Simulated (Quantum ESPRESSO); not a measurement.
# NiI2: energy against a fixed spin moment

How stiff is the total moment of NiI2, and does E(M) have further minima?

Method: LDA with U = 6 eV on Ni d (ortho-atomic projectors); plane waves with GBRV 1.5 LDA potentials, no spin-orbit coupling, in Quantum ESPRESSO 7.5.

The database entry behind the starting cell differs from later determinations by our own check (c about 0.7 % short), so it need not match the best structure at ambient conditions.

## (1) The starting structure

The structure is trigonal, space group R-3m (No. 166). The conventional cell has a = 3.903 Å, b = 3.903 Å, c = 19.670 Å, α = 90.00°, β = 90.00°, γ = 120.00°. Nearest to Ni lie 6 I at 2.79 Å. Nearest to I lie 3 Ni at 2.79 Å. Farther neighbours and most contacts between anions are not listed.

The cell comes from the Crystallography Open Database.

## (2) No moment imposed

pw.in reads:

```
&CONTROL
  calculation = 'scf'
  prefix = 'pwscf'
  outdir = './tmp'
  pseudo_dir = './pseudo'
  disk_io = 'nowf'
/
&SYSTEM
  ibrav = 0
  celldm(1) = 8
  nat = 3
  ntyp = 2
  ecutwfc = 40
  ecutrho = 280
  nbnd = 25
  occupations = 'smearing'
  smearing = 'fd'
  degauss = 0.00734986
  nspin = 2
  starting_magnetization(1) = 0.1111
  starting_magnetization(2) = 0
/
&ELECTRONS
  conv_thr = 6d-09
  electron_maxstep = 150
  mixing_beta = 0.3
/
ATOMIC_SPECIES
Ni     58.6934 ni_lda_v1.4.uspp.F.UPF
I     126.9045 i_lda_v1.uspp.F.UPF
CELL_PARAMETERS alat
   0.4609750665259    0.2661440787429    1.5487880363157
  -0.4609750665259    0.2661440787429    1.5487880363157
   0.0000000000000   -0.5322881574857    1.5487880363157
ATOMIC_POSITIONS crystal
Ni      0.0000000000    0.0000000000    0.0000000000
I       0.2500000000    0.2500000000    0.2500000000
I       0.7500000000    0.7500000000    0.7500000000
K_POINTS automatic
6 6 6 0 0 0
HUBBARD {ortho-atomic}
U Ni-3d 6.0000
```

The run is started by

```sh
$ OMP_NUM_THREADS=1 mpirun -n 2 pw.x -nk 2 -in pw.in > pw.out
```

The log of the run:

```text
Program PWSCF v.7.5 starts

     Message from routine setup:
     using ibrav=0 with symmetry is DISCOURAGED, use correct ibrav instead

     K-points division:     npool     =       2
     Subspace diagonalization in iterative solution of the eigenvalue problem:

     G-vector sticks info
     --------------------
     sticks:   dense  smooth     PW     G-vecs:    dense   smooth      PW
     Sum        2061    1177    377                46223    19963    3623

     Using Slab Decomposition

     bravais-lattice index     =            0
     lattice parameter (alat)  =       8.0000  a.u.
     unit-cell volume          =     583.7239 (a.u.)^3
     number of atoms/cell      =            3
     number of atomic types    =            2
     number of electrons       =        32.00
     number of Kohn-Sham states=           25
     kinetic-energy cutoff     =      40.0000  Ry
     charge density cutoff     =     280.0000  Ry
     scf convergence threshold =      6.0E-09
     mixing beta               =       0.3000
     number of iterations used =            8  plain     mixing
     Exchange-correlation= SLA  PZ   NOGX NOGC
                           (   1   1   0   0   0   0   0)
     Hubbard projectors: ortho-atomic
     Hubbard parameters of DFT+U (Dudarev formulation) in eV:
     U(Ni-3d) =  6.0000

     Internal variables: lda_plus_u =T, lda_plus_u_kind = 0

     Internal variables: orbital_resolved =F, hub_pot_fix =F, apply_U = F

     celldm(1)=   8.000000  celldm(2)=   0.000000  celldm(3)=   0.000000
     celldm(4)=   0.000000  celldm(5)=   0.000000  celldm(6)=   0.000000

     crystal axes: (cart. coord. in units of alat)
               a(1) = (   0.460975   0.266144   1.548788 )
               a(2) = (  -0.460975   0.266144   1.548788 )
               a(3) = (   0.000000  -0.532288   1.548788 )

     reciprocal axes: (cart. coord. in units 2 pi/alat)
               b(1) = (  1.084657  0.626227  0.215222 )
               b(2) = ( -1.084657  0.626227  0.215222 )
               b(3) = (  0.000000 -1.252454  0.215222 )

     PseudoPot. # 1 for Ni read from file:
     ni_lda_v1.4.uspp.F.UPF
     Pseudo is Ultrasoft + core correction, Zval = 18.0
     Generated by new atomic code, or converted to UPF format
     Using radial grid of  865 points,  6 beta functions with:
                l(1) =   0
                l(2) =   0
                l(3) =   1
                l(4) =   1
                l(5) =   2
                l(6) =   2
     Q(r) pseudized with 10 coefficients,  rinner =    0.980   0.980   0.980
                                                       0.980   0.980

     PseudoPot. # 2 for I  read from file:
     i_lda_v1.uspp.F.UPF
     Pseudo is Ultrasoft + core correction, Zval =  7.0
     Generated by new atomic code, or converted to UPF format
     Using radial grid of  893 points,  6 beta functions with:
                l(1) =   0
                l(2) =   0
                l(3) =   1
                l(4) =   1
                l(5) =   2
                l(6) =   2
     Q(r) pseudized with  8 coefficients,  rinner =    1.500   1.500   1.500
                                                       1.500   1.500

     atomic species   valence    mass     pseudopotential
     Ni               18.00    58.69340     Ni( 1.00)
     I                 7.00   126.90450     I ( 1.00)

     Starting magnetic structure
     atomic species   magnetization
     Ni              0.111
     I               0.000

     12 Sym. Ops., with inversion, found

   Cartesian axes

     site n.     atom                  positions (alat units)
         1        Ni     tau(   1) = (   0.0000000   0.0000000   0.0000000  )
         2        I      tau(   2) = (   0.0000000   0.0000000   1.1615910  )
         3        I      tau(   3) = (   0.0000000   0.0000000   3.4847731  )

     number of k points=    32  Fermi-Dirac smearing, width (Ry)=  0.0073
                       cart. coord. in units 2pi/alat
        k(    1) = (   0.0000000   0.0000000   0.0000000), wk =   0.0046296
        k(    2) = (   0.0000000  -0.2087424   0.0358703), wk =   0.0277778
        k(    3) = (   0.0000000  -0.4174848   0.0717407), wk =   0.0277778
        k(    4) = (  -0.0000000   0.6262272  -0.1076110), wk =   0.0138889
        k(    5) = (  -0.1807762  -0.1043712   0.0717407), wk =   0.0277778
        [... 27 further k-points ...]

     Dense  grid:    46223 G-vectors     FFT dimensions: (  72,  72,  72)

     Smooth grid:    19963 G-vectors     FFT dimensions: (  54,  54,  54)

     Check: negative core charge=   -0.000003
     Generating pointlists ...
     new r_m :   0.2715 (alat units)  2.1721 (a.u.) for type    1
     new r_m :   0.2715 (alat units)  2.1721 (a.u.) for type    2

     Initial potential from superposition of free atoms

     starting charge      29.9998, renormalised to      32.0000

     STARTING HUBBARD OCCUPATIONS:

     =================== HUBBARD OCCUPATIONS ===================
     ------------------------ ATOM    1 ------------------------
     Tr[ns(  1)] (up, down, total) =   5.00000  3.00000  8.00000
     Atomic magnetic moment for atom   1 =   2.00000
     [... lines left out ...]
     Number of occupied Hubbard levels =    8.0000

     Atomic wfc used for Hubbard projectors are orthogonalized

     Starting wfcs are   21 randomized atomic wfcs +    4 random wfcs

     Self-consistent Calculation

     iteration #  1     ecut=    40.00 Ry     beta= 0.30
     Davidson diagonalization with overlap
     ethr =  1.00E-02,  avg # of iterations =  6.3

     =================== HUBBARD OCCUPATIONS ===================
     ------------------------ ATOM    1 ------------------------
     Tr[ns(  1)] (up, down, total) =   3.34854  0.48839  3.83693
     Atomic magnetic moment for atom   1 =   2.86015
     [... lines left out ...]
     Number of occupied Hubbard levels =    3.8369

     total energy              =    -463.63941392 Ry
     estimated scf accuracy    <      25.35397852 Ry

     total magnetization       =     3.17 Bohr mag/cell
     absolute magnetization    =     3.27 Bohr mag/cell

     iteration #  2     ecut=    40.00 Ry     beta= 0.30
     Davidson diagonalization with overlap
     ethr =  1.00E-02,  avg # of iterations =  3.0

     total energy              =    -471.19845058 Ry
     estimated scf accuracy    <      19.06312261 Ry

     total magnetization       =     0.12 Bohr mag/cell
     absolute magnetization    =     0.17 Bohr mag/cell

     iteration #  3     ecut=    40.00 Ry     beta= 0.30
     Davidson diagonalization with overlap
     ethr =  1.00E-02,  avg # of iterations =  2.0

     total energy              =    -471.74720766 Ry
     estimated scf accuracy    <       3.74170642 Ry

     total magnetization       =     0.45 Bohr mag/cell
     absolute magnetization    =     0.47 Bohr mag/cell

     [... further iterations left out ...]

     iteration # 14     ecut=    40.00 Ry     beta= 0.30
     Davidson diagonalization with overlap
     ethr =  1.96E-09,  avg # of iterations =  1.2

     total energy              =    -472.44984642 Ry
     estimated scf accuracy    <       0.00000029 Ry

     total magnetization       =     2.00 Bohr mag/cell
     absolute magnetization    =     2.03 Bohr mag/cell

     iteration # 15     ecut=    40.00 Ry     beta= 0.30
     Davidson diagonalization with overlap
     ethr =  9.09E-10,  avg # of iterations =  1.3

     total energy              =    -472.44984659 Ry
     estimated scf accuracy    <       0.00000013 Ry

     total magnetization       =     2.00 Bohr mag/cell
     absolute magnetization    =     2.03 Bohr mag/cell

     iteration # 16     ecut=    40.00 Ry     beta= 0.30
     Davidson diagonalization with overlap
     ethr =  4.08E-10,  avg # of iterations =  2.1

     total energy              =    -472.44984656 Ry
     estimated scf accuracy    <       0.00000011 Ry

     total magnetization       =     2.00 Bohr mag/cell
     absolute magnetization    =     2.03 Bohr mag/cell

     iteration # 17     ecut=    40.00 Ry     beta= 0.30
     Davidson diagonalization with overlap
     ethr =  3.53E-10,  avg # of iterations =  2.1

     Magnetic moment per site  (integrated on atomic sphere of radius R)
     atom   1 (R=0.272)  charge= 16.8749  magn=  1.4807
     atom   2 (R=0.272)  charge=  4.2780  magn=  0.1654
     atom   3 (R=0.272)  charge=  4.2780  magn=  0.1654

     End of self-consistent calculation

     =================== HUBBARD OCCUPATIONS ===================
     ------------------------ ATOM    1 ------------------------
     Tr[ns(  1)] (up, down, total) =   4.96751  3.49753  8.46504
     Atomic magnetic moment for atom   1 =   1.46998
     [... lines left out ...]
     Number of occupied Hubbard levels =    8.4650

     [... lines left out ...]
     the Fermi energy is     6.2361 ev

!    total energy              =    -472.44984678 Ry
     estimated scf accuracy    <          2.0E-09 Ry
     smearing contrib. (-TS)   =      -0.00023131 Ry
     internal energy E=F+TS    =    -472.44961547 Ry

     The total energy is F=E-TS. E is the sum of the following terms:
     one-electron contribution =    -378.36138338 Ry
     hartree contribution      =     200.33440571 Ry
     xc contribution           =    -129.90034402 Ry
     ewald contribution        =    -164.62508133 Ry
     Hubbard energy            =       0.10278755 Ry

     total magnetization       =     2.00 Bohr mag/cell
     absolute magnetization    =     2.03 Bohr mag/cell

     convergence has been achieved in  17 iterations

=------------------------------------------------------------------------------=
   JOB DONE.
=------------------------------------------------------------------------------=
```

The job ended after 3 min (2 MPI ranks of Intel Xeon Platinum 8259CL at 2.50GHz (Skylake/Cascade Lake), shared host; peak memory 0.43 GiB).

Spin moment in the atom's sphere by atom:

| atom | spin moment in the atom's sphere (μB) |
| --- | --- |
| Ni1 | 1.48 |
| I2 | 0.17 |
| I3 | 0.17 |

Numbers from this step:

* smearing term TS: 0.003147 eV
* magnetization: 1.995 μB
* absolute magnetization: 2.03 μB
* final state: ferromagnetic

## (3) Moment fixed at 0 μB

The two spin channels are filled to separate Fermi energies, so that the total moment meets the target. Half of the up one less the down one is the slope dE/dM.

pw.in, as its differences from that of step 2:

```diff
@@ -19,4 +19,5 @@
   nspin = 2
-  starting_magnetization(1) = 0.1111
+  starting_magnetization(1) = 0.0056
   starting_magnetization(2) = 0
+  tot_magnetization = 0
 /
```

The log of the run:

```text
     [... lines left out ...]
Program PWSCF v.7.5 starts
     [... lines left out ...]
     number of atoms/cell      =            3
     [... lines left out ...]
     number of electrons       =        32.00 (up:  16.00, down:  16.00)
     number of Kohn-Sham states=           25
     kinetic-energy cutoff     =      40.0000  Ry
     charge density cutoff     =     280.0000  Ry
     scf convergence threshold =      6.0E-09
     [... lines left out ...]
     12 Sym. Ops., with inversion, found
     [... lines left out ...]
     number of k points=    32  Fermi-Dirac smearing, width (Ry)=  0.0073
     [... lines left out ...]
     iteration # 20     ecut=    40.00 Ry     beta= 0.30
     [... lines left out ...]
     Magnetic moment per site  (integrated on atomic sphere of radius R)
     atom   1 (R=0.272)  charge= 17.0917  magn= -0.0000
     atom   2 (R=0.272)  charge=  4.2091  magn= -0.0000
     atom   3 (R=0.272)  charge=  4.2091  magn= -0.0000
     [... lines left out ...]
     Tr[ns(  1)] (up, down, total) =   4.43902  4.43901  8.87803
     [... lines left out ...]
     the spin up/dw Fermi energies are     5.9772    5.9772 ev
!    total energy              =    -472.37050517 Ry
     estimated scf accuracy    <          2.5E-09 Ry
     smearing contrib. (-TS)   =      -0.00963775 Ry
     [... lines left out ...]
     total magnetization       =    -0.00 Bohr mag/cell
     absolute magnetization    =     0.00 Bohr mag/cell
     convergence has been achieved in  20 iterations
```

Elapsed: 4 min, on 2 MPI ranks; peak memory 0.42 GiB.

This step gave:

```yaml
magnetization: 0 μB
absolute_magnetization: 0 μB
half_the_difference_of_the_two_fermi_energies: 0 meV
largest_moment: 0 μB
```

## (4) Moment fixed at 0.269 μB

pw.in, as its differences from that of step 3:

```diff
@@ -19,5 +19,5 @@
   nspin = 2
-  starting_magnetization(1) = 0.0056
+  starting_magnetization(1) = 0.0149
   starting_magnetization(2) = 0
-  tot_magnetization = 0
+  tot_magnetization = 0.269
 /
```

The log of the run:

```text
     [... lines left out ...]
Program PWSCF v.7.5 starts
     [... lines left out ...]
     number of atoms/cell      =            3
     [... lines left out ...]
     number of electrons       =        32.00 (up:  16.13, down:  15.87)
     number of Kohn-Sham states=           25
     kinetic-energy cutoff     =      40.0000  Ry
     charge density cutoff     =     280.0000  Ry
     scf convergence threshold =      6.0E-09
     [... lines left out ...]
     12 Sym. Ops., with inversion, found
     [... lines left out ...]
     number of k points=    32  Fermi-Dirac smearing, width (Ry)=  0.0073
     [... lines left out ...]
     iteration # 19     ecut=    40.00 Ry     beta= 0.30
     [... lines left out ...]
     Magnetic moment per site  (integrated on atomic sphere of radius R)
     atom   1 (R=0.272)  charge= 17.0760  magn=  0.5527
     atom   2 (R=0.272)  charge=  4.2140  magn= -0.0912
     atom   3 (R=0.272)  charge=  4.2140  magn= -0.0912
     [... lines left out ...]
     Tr[ns(  1)] (up, down, total) =   4.70178  4.14511  8.84688
     [... lines left out ...]
     the spin up/dw Fermi energies are     5.5849    6.5939 ev
!    total energy              =    -472.37665068 Ry
     estimated scf accuracy    <          3.1E-09 Ry
     smearing contrib. (-TS)   =      -0.00988640 Ry
     [... lines left out ...]
     total magnetization       =     0.27 Bohr mag/cell
     absolute magnetization    =     0.84 Bohr mag/cell
     convergence has been achieved in  19 iterations
```

Run time: 3.8 min. Hardware: 2 MPI ranks; peak memory 0.43 GiB; 7.5 min of CPU time.

Spin moment in the atom's sphere by atom:

| atom | spin moment in the atom's sphere (μB) |
| --- | --- |
| Ni1 | 0.553 |
| I2 | -0.091 |
| I3 | -0.091 |

Read from the output:

```
magnetization                                 : 0.269 μB
absolute magnetization                        : 0.841 μB
half the difference of the two Fermi energies : -504.5 meV
```

## (5) Moment fixed at 0.539 μB

pw.in, as its differences from that of step 4:

```diff
@@ -19,5 +19,5 @@
   nspin = 2
-  starting_magnetization(1) = 0.0149
+  starting_magnetization(1) = 0.0299
   starting_magnetization(2) = 0
-  tot_magnetization = 0.269
+  tot_magnetization = 0.539
 /
```

The log of the run:

```text
     [... lines left out ...]
Program PWSCF v.7.5 starts
     [... lines left out ...]
     number of atoms/cell      =            3
     [... lines left out ...]
     number of electrons       =        32.00 (up:  16.27, down:  15.73)
     number of Kohn-Sham states=           25
     kinetic-energy cutoff     =      40.0000  Ry
     charge density cutoff     =     280.0000  Ry
     scf convergence threshold =      6.0E-09
     [... lines left out ...]
     12 Sym. Ops., with inversion, found
     [... lines left out ...]
     number of k points=    32  Fermi-Dirac smearing, width (Ry)=  0.0073
     [... lines left out ...]
     iteration # 18     ecut=    40.00 Ry     beta= 0.30
     [... lines left out ...]
     Magnetic moment per site  (integrated on atomic sphere of radius R)
     atom   1 (R=0.272)  charge= 17.0495  magn=  0.8091
     atom   2 (R=0.272)  charge=  4.2223  magn= -0.0866
     atom   3 (R=0.272)  charge=  4.2223  magn= -0.0866
     [... lines left out ...]
     Tr[ns(  1)] (up, down, total) =   4.80433  3.99153  8.79586
     [... lines left out ...]
     the spin up/dw Fermi energies are     5.5305    6.8231 ev
!    total energy              =    -472.38832466 Ry
     estimated scf accuracy    <          3.8E-09 Ry
     smearing contrib. (-TS)   =      -0.00992340 Ry
     [... lines left out ...]
     total magnetization       =     0.54 Bohr mag/cell
     absolute magnetization    =     1.09 Bohr mag/cell
     convergence has been achieved in  18 iterations
```

Wall time 3 min (2 MPI ranks); peak memory 0.43 GiB.

This step gave:

* magnetization: 0.539 μB
* absolute magnetization: 1.09 μB
* half the difference of the two Fermi energies: -646.3 meV
* largest moment: 0.8091 μB

## (6) The curve

The runs not shown differ in the target, the start and the number of states alone. The point at 2.00 μB is the free run, entered with slope zero.

The energy over the lowest by total spin moment:

| total spin moment (μB a cell) | energy over the lowest (meV a cell) |
| --- | --- |
| 0.00 | 1080 |
| 0.27 | 996 |
| 0.54 | 837 |
| 0.81 | 656 |
| 1.08 | 473 |
| 1.35 | 299 |
| 1.62 | 146 |
| 1.89 | 26.5 |
| 2.00 | 0 |
| 2.15 | 207 |
| 2.42 | 670 |
| 2.69 | 1195 |

Table of dE/dM by total spin moment:

| total spin moment (μB a cell) | dE/dM (meV/μB) |
| --- | --- |
| 0.00 | -0.0203 |
| 0.27 | -505 |
| 0.54 | -646 |
| 0.81 | -685 |
| 1.08 | -669 |
| 1.35 | -614 |
| 1.62 | -519 |
| 1.89 | -341 |
| 2.00 | 0 |
| 2.15 | 1578 |
| 2.42 | 1834 |
| 2.69 | 2060 |

The largest site moment by total spin moment:

| total spin moment (μB a cell) | largest site moment (μB) |
| --- | --- |
| 0.00 | 2.1e-6 |
| 0.27 | 0.553 |
| 0.54 | 0.809 |
| 0.81 | 0.988 |
| 1.08 | 1.13 |
| 1.35 | 1.25 |
| 1.62 | 1.35 |
| 1.89 | 1.45 |
| 2.00 | 1.48 |
| 2.15 | 1.52 |
| 2.42 | 1.59 |
| 2.69 | 1.66 |

## (7) Summary of results

```json
{
  "moment of the free run": "2.00 μB a cell",
  "energy at zero total moment": "1080 meV a cell over the lowest"
}
```

**Reading.** At zero total moment the site moments vanish, so the 1080 meV a cell is the energy of forming them, the change of the Hubbard energy included. The points show one minimum alone. The free run has a whole-number moment, and the slope goes from -341 to 1578 meV/μB between its neighbours: a kink, as where a spin channel has a gap, so no stiffness is given. The cell holds one seeded atom, so opposed orders, which may lie lower, cannot form in it. Energies are free energies at an electronic temperature of 1160 K, which lowers moments and differences where the moments are itinerant.

[Logs and program files are shortened in this print: banners, set-up blocks, solver, clock and traceback lines can be left out without a mark of their own.]

[Logs are printed without paths, hosts, clocks, repeated set-up lines and the standing remarks that a program may print on its own settings, such as how far it seeks lower states.]

[Hosts, paths, dates, database ids (printed as entryN), source tags and the programs' standing remarks are cut or masked in the printed files.]

[Where a cell is said to come from a database of computed structures, the database is the Materials Project.]
